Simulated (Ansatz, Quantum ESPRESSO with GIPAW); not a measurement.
# SiP2O7: working out the 17O quadrupolar coupling

A plane-wave PAW calculation (PBEsol, Ansatz) gives this electric field gradient, in 10²¹ V/m² and Cartesian axes, at one O site of SiP2O7 (atom 7; bridging P-O-P, 180°; site symmetry -6):

```
     -8.1717        0.0000        0.0000
      0.0000       -8.1717        0.0000
      0.0000        0.0000       16.3434
```

17O has spin 5/2, Q = -0.02558 barn and |γ|/2π = 5.7742 MHz/T. The cell is the P6_3/m form of a database entry, atoms relaxed, static and at 0 K. The PAW files were made for PBE.

**Task.** Find C_Q, η_Q and ν_Q, and the shift and width of the central transition under fast MAS at 9.4 T and 18.8 T.

1. The tensor is symmetric and traceless. Its eigenvalues, ordered by size, are V_xx = -8.1717, V_yy = -8.1717 and V_zz = 16.3434.

2. η_Q = (V_xx − V_yy)/V_zz = 0.000.

3. C_Q = eQV_zz/h. One unit of 10²¹ V/m² with one barn gives 24.18 MHz, so C_Q = 24.18 × −0.02558 × 16.3434 = -10.109 MHz. A spectrum shows its size, not its sign.

4. ν_Q = 3C_Q/[2I(2I−1)] = 1.516 MHz in size, and P_Q = |C_Q|√(1 + η²/3) = 10.109 MHz.

5. The resonances lie at ν0 = 54.28 and 108.56 MHz, so ν_Q/ν0 is 0.028 at most and second order holds. The centre of gravity moves by δ_Q = −(3/40)(P_Q/ν0)² F × 10⁶ ppm, with F = [I(I+1) − 3/4]/[I²(2I−1)²] = 0.08: -208 ppm at 9.4 T and -52.0 ppm at 18.8 T.

6. Summing the second-order term over orientations gives a full width of 446 ppm (24 kHz) and 111 ppm (12 kHz). In ppm both fall as 1/B²: (9.4/18.8)² = 0.250. The spinning rate must pass the static width for this shape to show cleanly.

[Banner, clock, file and message-heading lines were taken out of the pw.x and gipaw.x logs.]

[Logs are printed without paths, hosts, clocks, repeated set-up lines and the standing remarks that a program may print on its own settings, such as how far it seeks lower states.]

[Hosts, paths, dates, database ids (printed as entryN), source tags and the programs' standing remarks are cut or masked in the printed files.]
